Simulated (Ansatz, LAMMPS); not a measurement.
# Relaxing glassy 58SiO2-12Al2O3-15BaO-15Li2O (mol %) (102 atoms)

Wanted: the relaxed structure of glassy 58SiO2-12Al2O3-15BaO-15Li2O (mol %) (102 atoms) and its electronic structure.

Program: Ansatz 0.2.0. Level of theory: Kohn-Sham DFT, PBE, PAW (set soft_2), plane waves. Results are calculated unless marked as measured.

This is a report of a sequence of runs, with most program output left out.

## 1. The starting structure

The cell holds 102 atoms: 19 Si, 8 Al, 5 Ba, 10 Li and 60 O. Its edges and angles: a = 10.930 Å, b = 10.930 Å, c = 10.930 Å, α = 90.0°, β = 90.0°, γ = 90.0°. 102 atoms (19 Si, 8 Al, 5 Ba, 10 Li, 60 O) placed at random at 2.98 g/cm³, melted at 4000 K for 10 ps at fixed volume with the Morse and Coulomb pair potential with partial charges (Pedone, Malavasi, Menziani, Cormack and Segre, J. Phys. Chem. B 110, 11780 (2006)). Quenched from 4000 K to 300 K at 10 K/ps and fixed volume, held 10 ps at zero pressure, then minimised at fixed cell.

Limits known from the start: The quench rate of 10 K/ps is orders of magnitude faster than experiment, which tends to freeze in extra defects. The starting topology of bonds comes from the classical model. Sampling is at Γ alone, for a cell whose shortest periodic width is 11 Å. Spin–orbit coupling is left out, which matters for the levels of the heavy elements.

## 2. Making the structure

A classical potential supplies the starting structure, since it reaches far longer times than DFT.

This step: classical MD, Morse and Coulomb pair potential with partial charges (Pedone, Malavasi, Menziani, Cormack and Segre, J. Phys. Chem. B 110, 11780 (2006)) (LAMMPS 22 Jul 2025 - Update 4).

The input, in.lmp:

```
# melt-quench of Si19Al8Ba5Li10O60
units metal
atom_style charge
boundary p p p
region box block 0 11.1130 0 11.1130 0 11.1130
create_box 5 box
mass 1 28.0850   # Si
mass 2 26.9815   # Al
mass 3 137.3270   # Ba
mass 4 6.9400   # Li
mass 5 15.9990   # O
create_atoms 1 random 19 91000 NULL overlap 1.5 maxtry 2000
create_atoms 2 random 8 91007 NULL overlap 1.5 maxtry 2000
create_atoms 3 random 5 91014 NULL overlap 1.5 maxtry 2000
create_atoms 4 random 10 91021 NULL overlap 1.5 maxtry 2000
create_atoms 5 random 60 91028 NULL overlap 1.5 maxtry 2000
pair_style hybrid/overlay pedone 5.5 coul/long 8.0
pair_coeff * * coul/long
pair_coeff 1 5 pedone 0.340554 2.006700 2.100000 1   # Si-O
pair_coeff 2 5 pedone 0.361581 1.900442 2.164818 0.9   # Al-O
pair_coeff 3 5 pedone 0.065011 1.547596 3.393410 5   # Ba-O
pair_coeff 4 5 pedone 0.001114 3.429506 2.681360 1   # Li-O
pair_coeff 5 5 pedone 0.042395 1.379316 3.618701 22   # O-O
set type 1 charge 2.4
set type 2 charge 1.8
set type 3 charge 1.2
set type 4 charge 0.6
set type 5 charge -1.2
kspace_style pppm 1.0e-4
neigh_modify delay 0 every 1 check yes
thermo_style custom step time temp pe press density
thermo_modify norm yes
timestep 0.002
thermo 100
# [... 18 lines left out ...]
thermo 1666
fix md all npt temp 300 300 0.2 iso 0 0 2
run 5000 post no
unfix md
thermo 100
min_style cg
minimize 0 1e-3 2000 20000
write_dump all custom glass.dump id type xs ys zs modify sort id
```

Run with:

```sh
> lmp -in in.lmp -log none -nocite
```

The job ended after 78 s (1 thread of Arm Neoverse V2, shared host; peak memory 0.069 GiB).

## 3. Single point at the start

The forces at the start show how far the geometry lies from a minimum of this functional.

The input, input.yaml:

```yaml
crystal:
  lattice:
    - [10.93005, 0.0, 0.0]
    - [0.0, 10.93005, 0.0]
    - [0.0, 0.0, 10.93005]
  atoms:
    - { symbol: Si, position: [0.86596, 0.18102, 0.42704] }
    - { symbol: Si, position: [0.68332, 0.7616, 0.61943] }
    - { symbol: Si, position: [0.86736, 0.81508, 0.83372] }
    - { symbol: Si, position: [0.13851, 0.04873, 0.04405] }
    - { symbol: Si, position: [0.15943, 0.43631, 0.85398] }
    - { symbol: Si, position: [0.41116, 0.45552, 0.24031] }
    - { symbol: Si, position: [0.49506, 0.05141, 0.74719] }
    - { symbol: Si, position: [0.1964, 0.29011, 0.18538] }
    - { symbol: Si, position: [0.70878, 0.22554, 0.80263] }
    - { symbol: Si, position: [0.64382, 0.57841, 0.42625] }
    - { symbol: Si, position: [0.09917, 0.70276, 0.73163] }
    - { symbol: Si, position: [0.64431, 0.01472, 0.49328] }
    - { symbol: Si, position: [0.40177, 0.75831, 0.39148] }
    - { symbol: Si, position: [0.30885, 0.25767, 0.6779] }
    - { symbol: Si, position: [0.06908, 0.55515, 0.1874] }
    - { symbol: Si, position: [0.68057, 0.48468, 0.91186] }
    - { symbol: Si, position: [0.70833, 0.83791, 0.07189] }
    - { symbol: Si, position: [0.61453, 0.06072, 0.20151] }
    - { symbol: Si, position: [0.96231, 0.08463, 0.82206] }
    - { symbol: Al, position: [0.09692, 0.11705, 0.56677] }
    - { symbol: Al, position: [0.56458, 0.32319, 0.56324] }
    - { symbol: Al, position: [0.77944, 0.5956, 0.1767] }
    - { symbol: Al, position: [0.64396, 0.309, 0.31975] }
    - { symbol: Al, position: [0.02608, 0.98147, 0.31584] }
    - { symbol: Al, position: [0.20881, 0.5571, 0.4351] }
    - { symbol: Al, position: [0.29751, 0.60903, 0.03083] }
    - { symbol: Al, position: [0.29829, 0.86322, 0.86559] }
    - { symbol: Ba, position: [0.8845, 0.27906, 0.09456] }
    - { symbol: Ba, position: [0.34802, 0.08428, 0.368] }
    - { symbol: Ba, position: [0.90767, 0.46103, 0.6116] }
    - { symbol: Ba, position: [0.38638, 0.56888, 0.68877] }
    - { symbol: Ba, position: [0.44422, 0.25813, 0.98634] }
    - { symbol: Li, position: [0.13416, 0.30688, 0.46238] }
    - { symbol: Li, position: [0.51457, 0.75541, 0.8595] }
    - { symbol: Li, position: [0.43021, 0.86978, 0.11372] }
    - { symbol: Li, position: [0.53717, 0.62675, 0.04085] }
    - { symbol: Li, position: [0.792, 0.82484, 0.34255] }
    - { symbol: Li, position: [0.1177, 0.8249, 0.49017] }
    - { symbol: Li, position: [0.18848, 0.80865, 0.18516] }
    - { symbol: Li, position: [0.97661, 0.69136, 0.43144] }
    - { symbol: Li, position: [0.9373, 0.55829, 0.92493] }
    - { symbol: Li, position: [0.39839, 0.83793, 0.63624] }
    - { symbol: O, position: [0.72425, 0.65272, 0.52962] }
    - { symbol: O, position: [0.18932, 0.18675, 0.07759] }
    - { symbol: O, position: [0.1572, 0.22875, 0.30606] }
    - { symbol: O, position: [0.67202, 0.28816, 0.67749] }
    - { symbol: O, position: [0.04223, 0.70243, 0.60061] }
    - { symbol: O, position: [0.55534, 0.23484, 0.43274] }
    - { symbol: O, position: [0.70551, 0.5288, 0.05124] }
    - { symbol: O, position: [0.2093, 0.80018, 0.74436] }
    - { symbol: O, position: [0.6022, 0.46159, 0.49986] }
    - { symbol: O, position: [0.80653, 0.81535, 0.96589] }
    - { symbol: O, position: [0.68381, 0.32924, 0.90858] }
    - { symbol: O, position: [0.43094, 0.93136, 0.79619] }
    - { symbol: O, position: [0.2255, 0.96532, 0.96272] }
    - { symbol: O, position: [0.11255, 0.41021, 0.16869] }
    - { symbol: O, position: [0.57793, 0.8011, 0.02287] }
    - { symbol: O, position: [0.84591, 0.1788, 0.81549] }
    - { symbol: O, position: [0.74156, 0.75025, 0.1832] }
    - { symbol: O, position: [0.0887, 0.58268, 0.32988] }
    - { symbol: O, position: [0.1058, 0.002, 0.45962] }
    - { symbol: O, position: [0.23748, 0.19213, 0.5724] }
    - { symbol: O, position: [0.65705, 0.20043, 0.19775] }
    - { symbol: O, position: [0.03159, 0.40191, 0.90362] }
    - { symbol: O, position: [0.14422, 0.56822, 0.77882] }
    - { symbol: O, position: [0.22711, 0.333, 0.77265] }
    - { symbol: O, position: [0.96721, 0.84002, 0.33871] }
    - { symbol: O, position: [0.42776, 0.87765, 0.46706] }
    - { symbol: O, position: [0.33771, 0.33158, 0.18957] }
    - { symbol: O, position: [0.3864, 0.15275, 0.75528] }
    - { symbol: O, position: [0.91525, 0.09911, 0.31546] }
    - { symbol: O, position: [0.62071, 0.01243, 0.344] }
    - { symbol: O, position: [0.1595, 0.63963, 0.10947] }
    - { symbol: O, position: [0.29094, 0.69132, 0.47111] }
    - { symbol: O, position: [0.47964, 0.04994, 0.15168] }
    - { symbol: O, position: [0.73804, 0.55215, 0.32071] }
    - { symbol: O, position: [0.54735, 0.52462, 0.87928] }
    - { symbol: O, position: [0.33735, 0.72802, 0.93818] }
    [... 18 atom lines left out ...]
    - { symbol: O, position: [0.9061, 0.9523, 0.80283] }
    - { symbol: O, position: [0.69127, 0.87995, 0.53071] }
    - { symbol: O, position: [0.78791, 0.52694, 0.82897] }
    - { symbol: O, position: [0.99039, 0.73395, 0.82979] }
    - { symbol: O, position: [0.01737, 0.08235, 0.96181] }
    - { symbol: O, position: [0.16299, 0.45924, 0.54172] }
kpoints:
  mp_grid: { grid: [1, 1, 1] }
hamiltonian:
  xc: pbe
scf:
  occupations: { method: fixed }
output:
  forces: true
  stress: true
  populations: true
  dos:
    method: { smearing: { sigma: 0.08 } }
    de: 0.1
    projected: { site_lists: { Al: [Al], Ba: [Ba], Li: [Li], O: [O], Si: [Si] } }
  eigenvalues: true
```

Run with:

```sh
> ansatz run input.yaml --threads 4 --pin off --max-ram 8192MiB --backend cpu --events-out ev --progress --plain --runs-dir out
```

Run time: 20 s. Hardware: 4 threads of Arm Neoverse V2, shared host; peak memory 1.7 GiB; 78 s of CPU time.

Read from the output:

* free energy: -82345.1186 eV
* free energy per atom: -807.3051 eV/atom
* SCF cycles: 9
* pressure: 6.446 GPa
* r.m.s. force component: 0.8934 eV/Å
* longest force: 3.027 eV/Å
* Fermi energy: 4.957 eV
* gap (highest filled to lowest empty level): 3.627 eV
* spilling of the projection: 0.01236

The r.m.s. force component of 0.89 eV/Å and the pressure of 6.4 GPa set the starting point.

Length of the force by element:

```tsv
element	coordination	atoms	mean length of the force (eV/Å)	spread	least	most
Al	all	8	1.43	0.389	0.857	2.00
Ba	all	5	0.546	0.159	0.306	0.747
Li	all	10	0.674	0.281	0.280	1.14
O	all	60	1.60	0.604	0.547	2.91
Si	all	19	1.37	0.649	0.563	3.03
```

## 4. Relaxation

With the cell held, the atoms are moved downhill towards a nearby minimum.

input.yaml, the sections that differ from step 3:

```yaml
output:
  forces: true
relax:
  f_tol: 0.05
  max_steps: 200
# crystal, kpoints, hamiltonian, scf: as in step 3
```

It took 3.8 min on 4 threads; peak memory 1.6 GiB; 14 min of CPU time.

Relaxation path (22 of 26):

```tsv
step	energy less that of the first step (eV)	largest force component (eV/Å)
1	0.0000	2.5915
2	-2.6696	1.3779
3	-4.1629	0.7143
5	-4.6631	0.3238
6	-4.7887	0.3338
7	-4.8504	0.1802
8	-4.8867	0.1903
9	-4.9203	0.1402
11	-4.9930	0.2737
12	-5.0309	0.2762
13	-5.0710	0.2494
14	-5.0992	0.1984
15	-5.1196	0.2066
16	-5.1527	0.1111
18	-5.2089	0.1488
19	-5.2537	0.1471
20	-5.2709	0.2590
21	-5.3051	0.1652
22	-5.2279	0.4445
24	-5.3445	0.1457
25	-5.3501	0.0501
26	-5.3509	0.0246
```

Relaxation step 22 was tried and not accepted.

The atoms that moved most (Å):

```tsv
atom	dx	dy	dz	length
Li38	0.833	0.199	0.507	0.995
Li34	0.829	-0.263	-0.150	0.883
Li37	0.392	0.278	-0.659	0.815
O69	-0.326	0.217	-0.671	0.777
O83	-0.267	-0.486	-0.526	0.764
O78	-0.156	0.498	0.523	0.738
O89	0.212	0.551	-0.338	0.680
O76	-0.548	-0.390	-0.013	0.673
```

The relaxation changed the energy by -52.5 meV/atom, and atoms moved by 0.37 Å r.m.s., 0.99 Å at most.

## 5. Distances and neighbours after relaxation

Bonds before and after, by the cutoffs listed below:

```tsv
pair	bonds before	bonds after	mean before (Å)	mean after (Å)	spread before (Å)	spread after (Å)
O-Si	76	76	1.609	1.640	0.035	0.031
O-Li	37	39	2.092	2.039	0.167	0.186
O-Al	32	32	1.747	1.774	0.034	0.038
```

Density 3.14 g/cm³, 12.80 Å³ an atom.

g(r), total and by pair (bins of 0.2 Å):

```tsv
r (Å)	total	O-O	O-Si	O-Li	O-Al	O-Ba	Si-Si
1.50	0.36	0.00	1.66	0.00	0.00	0.00	0.00
1.70	3.33	0.00	11.26	0.82	8.45	0.00	0.00
1.90	0.68	0.00	0.00	3.80	2.58	0.00	0.00
2.10	0.30	0.00	0.00	2.58	0.00	0.00	0.00
2.30	0.11	0.00	0.00	0.81	0.20	0.00	0.00
2.50	0.49	0.93	0.00	0.27	0.00	1.36	0.00
2.70	1.70	4.29	0.00	0.00	0.00	1.91	0.00
2.90	1.19	1.65	0.11	1.14	0.00	3.50	1.67
3.10	0.91	0.84	0.14	0.72	0.34	1.09	3.31
3.30	0.88	0.62	0.54	0.95	0.79	0.96	1.39
3.50	1.04	0.77	1.56	0.71	1.33	0.86	0.00
3.70	0.99	0.71	1.32	1.19	1.26	0.51	0.20
3.90	1.08	0.71	1.46	1.42	1.64	0.79	0.76
4.10	1.14	0.77	1.75	0.98	1.23	1.23	0.69
4.30	1.04	0.61	1.69	1.21	1.70	1.22	0.63
4.50	1.06	1.00	1.04	1.41	1.55	0.76	0.99
4.70	0.92	0.98	0.74	0.86	0.64	1.65	1.31
4.90	0.89	1.16	0.70	0.58	0.58	1.07	1.19
5.10	1.04	1.51	0.51	1.02	0.50	1.20	1.32
5.30	1.00	1.25	0.73	0.77	0.77	1.30	1.02
```

Bonds by pair of elements; cutoffs follow the first minimum of g(r), held within bounds set by covalent radii, and pairs that aren't listed don't count as bonded:

```tsv
pair A-B	cutoff (Å)	bonds	mean length (Å)	spread (Å)	shortest (Å)	B about A	A about B
O-Si	2.08	76	1.64	0.031	1.58	1.27	4
O-Li	2.58	39	2.04	0.186	1.76	0.65	3.9
O-Al	2.19	32	1.77	0.038	1.70	0.533	4
O-Ba	3.29	39	2.87	0.206	2.49	0.65	7.8
```

The cutoff for O-Ba falls short of the minimum of g(r), so counts run low and odd coordinations can be artefacts.

How many atoms have how many bonded neighbours:

```tsv
element	mean	2	3	4	5	6	7	8	10
Al	4	0	0	8	0	0	0	0	0
Ba	7.8	0	0	0	0	1	1	2	1
Li	3.9	0	2	7	1	0	0	0	0
O	3.1	12	30	18	0	0	0	0	0
Si	4	0	0	19	0	0	0	0	0
```

Bond angles (no mean is given where the spread exceeds 20°):

```tsv
angle	count	mean (°)	spread (°)
O-Si-O	114	109	5.2
O-Li-O	58	-	-
Ba-O-Si	50	107	16.3
O-Al-O	48	109	9.5
```

Oxygen atoms by the number of network formers (Si, P, Ge, B, Al, As, Ga) bound to them:

```tsv
network formers bound to O	O atoms	per cent
0	0	0
1	12	20
2	48	80
```

Network units: each former by its oxygen neighbours and how many of them bridge to another former:

```tsv
former	O neighbours	bridging O	atoms
Si	4	2	2
Si	4	3	6
Si	4	4	11
Al	4	3	2
Al	4	4	6
```

Bond length by coordination (bonds to H left out):

```tsv
element	coordination	atoms	mean bond length (Å)
Ba	6	1	2.92
Ba	7	1	2.79
Ba	8	2	2.82
Ba	10	1	2.97
Li	3	2	1.92
Li	4	7	2.04
Li	5	1	2.19
O	2	12	1.67
O	3	30	1.99
O	4	18	2.14
```

Rings of the network by King's shortest-path rule, up to 12 atoms, one path for each pair of neighbours; H, halogens, alkali and alkaline-earth atoms are left out, and the last column divides by all other atoms, bonded or not:

```tsv
ring size (atoms)	rings	per network atom
6	1	0.011
8	6	0.069
10	1	0.011
12	10	0.115
```

First main peaks of g(r), for some of the pairs, lie near 2.7 Å (O-O), 1.6 Å (O-Si), 2.0 Å (O-Li), 1.8 Å (O-Al), 2.9 Å (O-Ba) and 3.1 Å (Si-Si). The O-Si-O angle averages 109° with a spread of 5°. 80 % of the oxygens bridge two formers (Si and Al) and 20 % are non-bridging. The commonest Si unit has 4 oxygens, 4 of them shared with other formers (11 of 19 atoms). Rings of 12 atoms are the most common (56 % of those counted); sizes run from 6 to 12, where the search stops.

(Continued in part 2 of 2.)

[Logs are printed without paths, hosts, clocks, repeated set-up lines and the standing remarks that a program may print on its own settings, such as how far it seeks lower states.]

[Hosts, paths, dates, database ids (printed as entryN), source tags and the programs' standing remarks are cut or masked in the printed files.]
